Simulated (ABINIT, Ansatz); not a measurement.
**Li2H6Pt (Fm-3m): one start, several treatments of the self-energy**

Aim: compare treatments of exchange, screening and correlation for the gap of Li2H6Pt (Fm-3m).

Program: ABINIT 10.8.3. Level of theory: LDA and many-body steps on it, plane waves. Results are calculated unless marked as measured.

## (1) The starting structure

Symmetry: Fm-3m, No. 225, cubic system. Conventional cell: a = 6.650 Å, b = 6.650 Å, c = 6.650 Å, α = 90.00°, β = 90.00°, γ = 90.00°. Nearest to Li lie 12 H at 2.35 Å. Nearest to H lie 1 Pt at 1.63 Å. Nearest to Pt lie 6 H at 1.63 Å. Farther neighbours are not listed.

Structure file:

```cif
data_structure
_symmetry_space_group_name_H-M 'Fm-3m'
_symmetry_Int_Tables_number 225
_cell_length_a 6.6499
_cell_length_b 6.6499
_cell_length_c 6.6499
_cell_angle_alpha 90.000
_cell_angle_beta 90.000
_cell_angle_gamma 90.000
_cell_volume 294.06
loop_
_atom_site_label
_atom_site_type_symbol
_atom_site_symmetry_multiplicity
_atom_site_Wyckoff_symbol
_atom_site_fract_x
_atom_site_fract_y
_atom_site_fract_z
_atom_site_occupancy
Li1 Li 8 c 0.25000 0.25000 0.75000 1
H1 H 24 e 0.00000 0.00000 0.75479 1
Pt1 Pt 4 a 0.00000 0.00000 0.00000 1
```

The cell and positions are those that the Materials Project relaxed with its own functionals (PBE, PBE+U or r2SCAN), kept fixed. Spin-orbit coupling is left out unless a step names it.

## (2) Empty states on the mesh, 4×4×4 mesh, 142 bands

This step: ABINIT 10.8.3; DFT, LDA, plane waves, norm-conserving pseudopotentials.

The sums over transitions need many empty states on a uniform mesh; this step solves for them.

Input file run.abi:

```
acell 3*1.0 Angstrom
rprim 
  -0.000000000000 3.324927160000 3.324927160000
  3.324927160000 0.000000000000 3.324927160000
  3.324927160000 3.324927160000 0.000000000000
ntypat 3
znucl 3 1 78
natom 9
typat 1 1 2 2 2 2 2 2 3
xred 
  0.750000000000 0.750000000000 0.750000000000
  0.250000000000 0.250000000000 0.250000000000
  0.754787880000 0.754787880000 0.245212120000
  0.245212120000 0.754787880000 0.245212120000
  0.754787880000 0.245212120000 0.245212120000
  0.245212120000 0.245212120000 0.754787880000
  0.754787880000 0.245212120000 0.754787880000
  0.245212120000 0.754787880000 0.754787880000
  0.000000000000 0.000000000000 0.000000000000
pp_dirpath "pseudos"
pseudos "Li.upf, H.upf, Pt.upf"
ecut 34
ngkpt 4 4 4
nshiftk 1
shiftk 0 0 0
kptopt 1
chksymbreak 0
irdden 1
istwfk *1
nband 142
prtvol 0
optdriver 6
gwr_task "HDIAGO"
paral_kgb 0
occopt 1
indata_prefix "in"
outdata_prefix "out"
tmpdata_prefix "tmp"
```

Run with:

```console
$ OMP_NUM_THREADS=1 mpirun -n 4 abinit run.abi > log
```

What it wrote:

```text
.Version 10.8.3 of ABINIT. v10.8.2 released Aug 2026.

 Symmetries : space group Fm -3 m (#225); Bravais cF (face-center cubic)
[... echo of the input left out ...]
== DATASET  1 ==================================================================
-   mpi_nproc: 4, omp_nthreads: 1 (-1 if OMP is not activated)

--- !DatasetInfo
iteration_state: {dtset: 1, }
dimensions: {natom: 9, nkpt: 8, mband: 142, nsppol: 1, nspinor: 1, nspden: 1, mpw: 4723, }
cutoff_energies: {ecut:  34.0, pawecutdg:  -1.0, }
[...]
Indirect band gap semiconductor
 Fundamental gap:     2.757 (eV)
   VBM:     1.410 (eV) at k: [-2.5000E-01,  2.5000E-01,  0.0000E+00]
   CBM:     4.168 (eV) at k: [ 5.0000E-01,  5.0000E-01,  0.0000E+00]
 Direct gap:         4.334 (eV) at k: [ 5.0000E-01,  5.0000E-01,  0.0000E+00]

== END DATASET(S) ==============================================================
================================================================================

 -outvars: echo values of variables after computation  --------
           etotal      0.0000000000E+00
            nband         142
             nkpt           8
          spgroup         225
 [... the other variables as echoed above ...]

 Calculation completed.
```

It took 2.5 min on 4 MPI ranks of Arm Neoverse V1, shared host; peak memory 5 GiB.

Numbers from this step:

| Quantity | Value |
| --- | --- |
| gap | 2.757 eV |
| k of the valence top | -0.25, 0.25, 0 |
| k of the conduction bottom | 0.5, 0.5, 0 |
| least direct gap | 4.334 eV |
| k points computed | 8 |
| lowest point of the top converged band, above the valence top | 73.4565 eV |

On this mesh the gap is 2.757 eV.

The density comes from a self-consistent run that is not shown.

## (3) Screening, 4×4×4 mesh, 63 bands, screening to 114.3 eV

The RPA dielectric matrix is built and inverted for each q.

This step: RPA screening on LDA, plane waves, norm-conserving pseudopotentials.

run.abi, as its differences from that of step 2:

```diff
@@ -27,10 +27,11 @@
 chksymbreak 0
-irdden 1
 istwfk *1
-nband 142
-prtvol 0
-optdriver 6
-gwr_task "HDIAGO"
-paral_kgb 0
 occopt 1
+irdwfk 1
+optdriver 3
+nband 63
+ecuteps 4.2
+inclvkb 2
+awtr 1
+symchi 1
 indata_prefix "in"
```

What it wrote:

```text
.Version 10.8.3 of ABINIT. v10.8.2 released Aug 2026.

 Symmetries : space group Fm -3 m (#225); Bravais cF (face-center cubic)
[... echo of the input left out ...]
== DATASET  1 ==================================================================
-   mpi_nproc: 4, omp_nthreads: 1 (-1 if OMP is not activated)

--- !DatasetInfo
iteration_state: {dtset: 1, }
dimensions: {natom: 9, nkpt: 8, mband: 63, nsppol: 1, nspinor: 1, nspden: 1, mpw: 4723, }
cutoff_energies: {ecut:  34.0, pawecutdg:  -1.0, }
electrons: {nelect:   3.00000000E+01, charge:   0.00000000E+00, occopt:   1.00000000E+00, tsmear:   1.00000000E-02, }

 SCREENING: Calculation of the susceptibility and dielectric matrices

 Based on a program developped by R.W. Godby, V. Olevano, G. Onida, and L. Reining.
 Incorporated in ABINIT by V. Olevano, G.-M. Rignanese, and M. Torrent.
.Using double precision arithmetic ; gwpc =  8

[... cell and pseudopotentials left out ...]
--------------------------------------------------------------------------------

 ==== K-mesh for the wavefunctions ====
 Number of points in the irreducible wedge :     8
[... list of points left out ...]
 Together with 48 symmetry operations and time-reversal symmetry
 yields    64 points in the full Brillouin Zone.

 ==== Q-mesh for the screening function ====
 Number of points in the irreducible wedge :     8
[... list of points left out ...]
 Together with 48 symmetry operations and time-reversal symmetry
 yields    64 points in the full Brillouin Zone.

 setmesh: FFT mesh size selected  =    32x   32x   32
          total number of points  =        32768

 vcoul_init : cutoff-mode = AUXILIARY_FUNCTION
 q-points for optical limit:   1
     1)      0.000010    0.000020    0.000030

- screening: taking advantage of time-reversal symmetry
- Maximum band index for partially occupied states nbvw = 15
- Remaining bands to be divided among processors   nbcw = 48
- Number of bands treated by each node ~12

 Number of electrons calculated from density =   30.0000; Expected =   30.0000
 average of density, n =  0.060471
 r_s =    1.5805
 omega_plasma =   23.7208 [eV]

 calculating chi0 at frequencies [eV] :
  1    0.000000E+00    0.000000E+00
  2    0.000000E+00    2.372082E+01

--------------------------------------------------------------------------------
  q-point number  1        q = ( 0.000000, 0.000000, 0.000000) [r.l.u.]
--------------------------------------------------------------------------------
[... chi0 elements left out ...]
 For q-point:  0.000010 0.000020 0.000030
  dielectric constant =   4.2235
  dielectric constant without local fields =   5.1559

  Average fulfillment of the sum rule on Im[epsilon] for q-point    1 :     51.65  [%]
[... wings left out ...]
  q-point number  2        q = ( 0.250000, 0.000000, 0.000000) [r.l.u.]
--------------------------------------------------------------------------------
[... chi0 elements left out ...]
  Average fulfillment of the sum rule on Im[epsilon] for q-point    2 :     68.28  [%]

 [... 6 further q-points ...]
```

It took 22 s on 4 MPI ranks; peak memory 1 GiB.

This step gave:

| Property | Result |
| --- | --- |
| ε∞ with local fields, on this mesh, along the program's q direction | 4.223 |
| the same without local fields | 5.156 |
| plasma frequency | 23.72 eV |
| plane waves in the screening matrix | 181 |

Local fields lower ε∞ by 18 %.

## (4) G0W0, Godby-Needs plasmon pole

The self-energy is evaluated for the states that the input lists, and the levels follow from it, in one-shot runs by the linearised quasiparticle equation.

This step: G0W0 on LDA, plane waves, norm-conserving pseudopotentials.

run.abi, as its differences from that of step 3:

```diff
@@ -30,8 +30,19 @@
 irdwfk 1
-optdriver 3
+optdriver 4
 nband 63
+gwcalctyp 0
+ecutsigx 34
+symsigma 1
+nkptgw 3
+kptgw 
+  -0.2500000000 0.2500000000 0.0000000000
+  0.5000000000 0.5000000000 0.0000000000
+  0.0000000000 0.0000000000 0.0000000000
+bdgw 
+  14 17
+  14 17
+  13 19
 ecuteps 4.2
-inclvkb 2
-awtr 1
-symchi 1
+irdscr 1
+ppmodel 1
 indata_prefix "in"
```

What it wrote:

```text
.Version 10.8.3 of ABINIT. v10.8.2 released Aug 2026.

 Symmetries : space group Fm -3 m (#225); Bravais cF (face-center cubic)
[... echo of the input left out ...]
== DATASET  1 ==================================================================
-   mpi_nproc: 4, omp_nthreads: 1 (-1 if OMP is not activated)

--- !DatasetInfo
iteration_state: {dtset: 1, }
dimensions: {natom: 9, nkpt: 8, mband: 63, nsppol: 1, nspinor: 1, nspden: 1, mpw: 4723, }
cutoff_energies: {ecut:  34.0, pawecutdg:  -1.0, }
electrons: {nelect:   3.00000000E+01, charge:   0.00000000E+00, occopt:   1.00000000E+00, tsmear:   1.00000000E-02, }

 SIGMA: Calculation of the GW corrections

 Based on a program developped by R.W. Godby, V. Olevano, G. Onida, and L. Reining.
 Incorporated in ABINIT by V. Olevano, G.-M. Rignanese, and M. Torrent.
.Using double precision arithmetic ; gwpc =  8

[... cell and pseudopotentials left out ...]
--------------------------------------------------------------------------------

 ==== K-mesh for the wavefunctions ====
 Number of points in the irreducible wedge :     8
[... list of points left out ...]
 Together with 48 symmetry operations and time-reversal symmetry
 yields    64 points in the full Brillouin Zone.

 ==== Q-mesh for screening function ====
 Number of points in the irreducible wedge :     8
[... list of points left out ...]
 Together with 48 symmetry operations and time-reversal symmetry
 yields    64 points in the full Brillouin Zone.

 vcoul_init : cutoff-mode = AUXILIARY_FUNCTION
 q-points for optical limit:   1
     1)      0.000010    0.000020    0.000030
 setmesh: FFT mesh size selected  =    48x   48x   48
          total number of points  =       110592

 Number of electrons calculated from density =   30.0000; Expected =   30.0000
 average of density, n =  0.060471
 r_s =    1.5805
 omega_plasma =   23.7208 [eV]

 === KS Band Gaps ===
  >>>> For spin  1
   Minimum direct gap =   4.3344 [eV], located at k-point      :   0.5000  0.5000  0.0000
   Fundamental gap    =   2.7574 [eV], Top of valence bands at :  -0.2500  0.2500  0.0000
                                       Bottom of conduction at :   0.5000  0.5000  0.0000
 SIGMA fundamental parameters:
 PLASMON POLE MODEL  1
 number of plane-waves for SigmaX                 4693
 number of plane-waves for SigmaC and W            181
 number of plane-waves for wavefunctions          4693
 number of bands                                    63
 number of independent spin polarizations            1
 number of spinorial components                      1
 number of k-points in IBZ                           8
 number of q-points in IBZ                           8
 number of symmetry operations                      48
 number of k-points in BZ                           64
 number of q-points in BZ                           64
 number of frequencies for dSigma/dE                 9
 frequency step for dSigma/dE [eV]                0.25
 number of omega for Sigma on real axis              0
 max omega for Sigma on real axis  [eV]           0.00
 zcut for avoiding poles [eV]                     0.10

 EPSILON^-1 parameters (SCR file):
 dimension of the eps^-1 matrix on file            181
 dimension of the eps^-1 matrix used               181
 number of plane-waves for wavefunctions          4693
 number of bands                                    63
 number of q-points in IBZ                           8
 number of frequencies                               2
 number of real frequencies                          1
 number of imag frequencies                          1

 matrix elements of self-energy operator (all in [eV])

 Perturbative Calculation

--- !SelfEnergy_ee
iteration_state: {dtset: 1, }
kpoint     : [  -0.250,    0.250,    0.000, ]
spin       : 1
KS_gap     :    5.309
QP_gap     :    7.298
Delta_QP_KS:    1.990
data: !SigmaeeData |
     Band     E0 <VxcDFT>   SigX SigC(E0)      Z dSigC/dE  Sig(E)    E-E0       E
       14   0.295 -14.786 -18.648   3.083   0.800  -0.250 -15.410  -0.624  -0.328
       15   1.410 -12.321 -15.301   2.100   0.812  -0.231 -13.036  -0.715   0.695
       16   6.719 -12.843  -8.443  -2.853   0.824  -0.213 -11.568   1.275   7.994
       17   6.814 -13.436  -8.908  -2.863   0.820  -0.219 -12.070   1.365   8.179

--- !SelfEnergy_ee
iteration_state: {dtset: 1, }
kpoint     : [   0.500,    0.500,    0.000, ]
spin       : 1
KS_gap     :    4.334
QP_gap     :    6.486
Delta_QP_KS:    2.151
data: !SigmaeeData |
     Band     E0 <VxcDFT>   SigX SigC(E0)      Z dSigC/dE  Sig(E)    E-E0       E
       14  -0.167 -11.272 -14.761   2.404   0.805  -0.243 -12.145  -0.873  -1.040
       15  -0.167 -11.272 -14.761   2.404   0.805  -0.243 -12.145  -0.873  -1.040
[...]
--- !SelfEnergy_ee
iteration_state: {dtset: 1, }
kpoint     : [   0.000,    0.000,    0.000, ]
spin       : 1
KS_gap     :    6.656
QP_gap     :    8.768
Delta_QP_KS:    2.112
data: !SigmaeeData |
     Band     E0 <VxcDFT>   SigX SigC(E0)      Z dSigC/dE  Sig(E)    E-E0       E
[...]
17   8.657 -10.863  -6.051  -3.238   0.834  -0.199  -9.550   1.312   9.969
       18   8.657 -10.863  -6.051  -3.238   0.834  -0.199  -9.550   1.312   9.969
       19   8.657 -10.863  -6.051  -3.238   0.834  -0.199  -9.550   1.312   9.969

== END DATASET(S) ==============================================================
================================================================================

 -outvars: echo values of variables after computation  --------
           etotal      0.0000000000E+00
            nband          63
             nkpt           8
          spgroup         225
 [... the other variables as echoed above ...]

 Calculation completed.
```

It took 11 s on 4 MPI ranks; peak memory 0.92 GiB.

Numbers from this step:

- G0W0 gap on the points computed: 4.751 eV
- starting gap on the mesh: 2.757 eV
- k of the valence top: -0.25, 0.25, 0
- k of the conduction bottom: 0.5, 0.5, 0
- Z at the valence top: 0.812
- Z at the conduction bottom: 0.827
- least direct G0W0 gap on the computed points: 6.486 eV

The gap on the mesh goes from 2.76 eV to 4.75 eV, a correction of +1.99 eV.

## (5) G0W0, Engel-Farid plasmon pole

run.abi, as its differences from that of step 4:

```diff
@@ -46,3 +46,3 @@
 irdscr 1
-ppmodel 1
+ppmodel 4
 indata_prefix "in"
```

What it wrote:

```text
.Version 10.8.3 of ABINIT. v10.8.2 released Aug 2026.

 Symmetries : space group Fm -3 m (#225); Bravais cF (face-center cubic)
[... echo of the input left out ...]
== DATASET  1 ==================================================================
-   mpi_nproc: 4, omp_nthreads: 1 (-1 if OMP is not activated)

--- !DatasetInfo
iteration_state: {dtset: 1, }
dimensions: {natom: 9, nkpt: 8, mband: 63, nsppol: 1, nspinor: 1, nspden: 1, mpw: 4723, }
cutoff_energies: {ecut:  34.0, pawecutdg:  -1.0, }
electrons: {nelect:   3.00000000E+01, charge:   0.00000000E+00, occopt:   1.00000000E+00, tsmear:   1.00000000E-02, }

 SIGMA: Calculation of the GW corrections

 Based on a program developped by R.W. Godby, V. Olevano, G. Onida, and L. Reining.
 Incorporated in ABINIT by V. Olevano, G.-M. Rignanese, and M. Torrent.
.Using double precision arithmetic ; gwpc =  8

[... cell and pseudopotentials left out ...]
--------------------------------------------------------------------------------

 ==== K-mesh for the wavefunctions ====
 Number of points in the irreducible wedge :     8
[... list of points left out ...]
 Together with 48 symmetry operations and time-reversal symmetry
 yields    64 points in the full Brillouin Zone.

 ==== Q-mesh for screening function ====
 Number of points in the irreducible wedge :     8
[... list of points left out ...]
 Together with 48 symmetry operations and time-reversal symmetry
 yields    64 points in the full Brillouin Zone.

 vcoul_init : cutoff-mode = AUXILIARY_FUNCTION
 q-points for optical limit:   1
     1)      0.000010    0.000020    0.000030
 setmesh: FFT mesh size selected  =    48x   48x   48
          total number of points  =       110592

 Number of electrons calculated from density =   30.0000; Expected =   30.0000
[...]
number of plane-waves for wavefunctions          4693
 number of bands                                    63
 number of q-points in IBZ                           8
 number of frequencies                               2
 number of real frequencies                          1
 number of imag frequencies                          1

 matrix elements of self-energy operator (all in [eV])

 Perturbative Calculation

--- !SelfEnergy_ee
iteration_state: {dtset: 1, }
kpoint     : [  -0.250,    0.250,    0.000, ]
spin       : 1
KS_gap     :    5.309
QP_gap     :    7.407
Delta_QP_KS:    2.099
data: !SigmaeeData |
     Band     E0 <VxcDFT>   SigX SigC(E0)      Z dSigC/dE  Sig(E)    E-E0       E
       14   0.295 -14.786 -18.648   3.003   0.813  -0.230 -15.484  -0.698  -0.403
       15   1.410 -12.321 -15.301   1.992   0.823  -0.215 -13.135  -0.813   0.597
       16   6.719 -12.843  -8.443  -2.859   0.834  -0.199 -11.558   1.285   8.004
[...]
--- !SelfEnergy_ee
iteration_state: {dtset: 1, }
kpoint     : [   0.500,    0.500,    0.000, ]
spin       : 1
KS_gap     :    4.334
QP_gap     :    6.611
Delta_QP_KS:    2.276
data: !SigmaeeData |
     Band     E0 <VxcDFT>   SigX SigC(E0)      Z dSigC/dE  Sig(E)    E-E0       E
[...]
--- !SelfEnergy_ee
iteration_state: {dtset: 1, }
kpoint     : [   0.000,    0.000,    0.000, ]
spin       : 1
KS_gap     :    6.656
QP_gap     :    8.810
Delta_QP_KS:    2.155
data: !SigmaeeData |
     Band     E0 <VxcDFT>   SigX SigC(E0)      Z dSigC/dE  Sig(E)    E-E0       E
[...]
18   8.657 -10.863  -6.051  -3.255   0.844  -0.185  -9.549   1.313   9.970
       19   8.657 -10.863  -6.051  -3.255   0.844  -0.185  -9.549   1.313   9.970

== END DATASET(S) ==============================================================
================================================================================

 -outvars: echo values of variables after computation  --------
           etotal      0.0000000000E+00
            nband          63
             nkpt           8
          spgroup         225
 [... the other variables as echoed above ...]

 Calculation completed.
```

Elapsed: 7.2 s, on 4 MPI ranks; peak memory 0.9 GiB; 29 s of CPU time.

This step gave:

```yaml
g0w0_gap_on_the_points_computed: 4.854 eV
starting_gap_on_the_mesh: 2.757 eV
k_of_the_valence_top: -0.25, 0.25, 0
k_of_the_conduction_bottom: 0.5, 0.5, 0
z_at_the_valence_top: 0.823
z_at_the_conduction_bottom: 0.837
least_direct_g0w0_gap_on_the_computed_points: 6.611 eV
```

Against G0W0 in ABINIT (4×4×4 mesh, 63 bands, screening to 114.3 eV, Godby-Needs plasmon pole), the gap moves by +0.103 eV.

## (6) G0W0, Hybertsen-Louie plasmon pole

run.abi, as its differences from that of step 5:

```diff
@@ -46,3 +46,3 @@
 irdscr 1
-ppmodel 4
+ppmodel 2
 indata_prefix "in"
```

What it wrote:

```text
.Version 10.8.3 of ABINIT. v10.8.2 released Aug 2026.

 Symmetries : space group Fm -3 m (#225); Bravais cF (face-center cubic)
[... echo of the input left out ...]
== DATASET  1 ==================================================================
-   mpi_nproc: 4, omp_nthreads: 1 (-1 if OMP is not activated)

--- !DatasetInfo
iteration_state: {dtset: 1, }
dimensions: {natom: 9, nkpt: 8, mband: 63, nsppol: 1, nspinor: 1, nspden: 1, mpw: 4723, }
cutoff_energies: {ecut:  34.0, pawecutdg:  -1.0, }
[...]
Band     E0 <VxcDFT>   SigX SigC(E0)      Z dSigC/dE  Sig(E)    E-E0       E
[...]
18   8.657 -10.863  -6.051  -3.407   0.874  -0.144  -9.635   1.228   9.884
       19   8.657 -10.863  -6.051  -3.407   0.874  -0.144  -9.635   1.228   9.884

== END DATASET(S) ==============================================================
================================================================================

 -outvars: echo values of variables after computation  --------
           etotal      0.0000000000E+00
            nband          63
             nkpt           8
          spgroup         225
 [... the other variables as echoed above ...]

 Calculation completed.
```

Elapsed: 11 s, on 4 MPI ranks; peak memory 0.9 GiB.

This step gave:

| Quantity | Value |
| --- | --- |
| G0W0 gap on the points computed | 4.878 eV |
| starting gap on the mesh | 2.757 eV |
| k of the valence top | -0.25, 0.25, 0 |
| k of the conduction bottom | 0.5, 0.5, 0 |
| least direct G0W0 gap on the computed points | 6.699 eV |

Against G0W0 in ABINIT (4×4×4 mesh, 63 bands, screening to 114.3 eV, Godby-Needs plasmon pole), the gap moves by +0.127 eV.

[end of part 1 of 2]

[Paths, hosts, dates, memory and timing lines, banners, echoed tables and standing remarks are left out of the program output.]

[Logs are printed without paths, hosts, clocks, repeated set-up lines and the standing remarks that a program may print on its own settings, such as how far it seeks lower states.]

[Runs of the session that timed out or met a known fault of the program may be left out.]

[No measured gap is set beside runs whose start may be inverted or whose files or cutoffs have a known fault.]

[Hosts, paths, dates, database ids (printed as entryN), source tags and the programs' standing remarks are cut or masked in the printed files.]

[G0W0 gaps are taken among the corrected bands and points alone; a level outside them can change the order at an edge.]

[Where Ansatz stands beside ABINIT at settings called matched, ABINIT's density can come from a denser mesh and the files from another edition; pairs whose starting gaps differed by over 0.03 eV were left out, so agreement reads better than it is.]
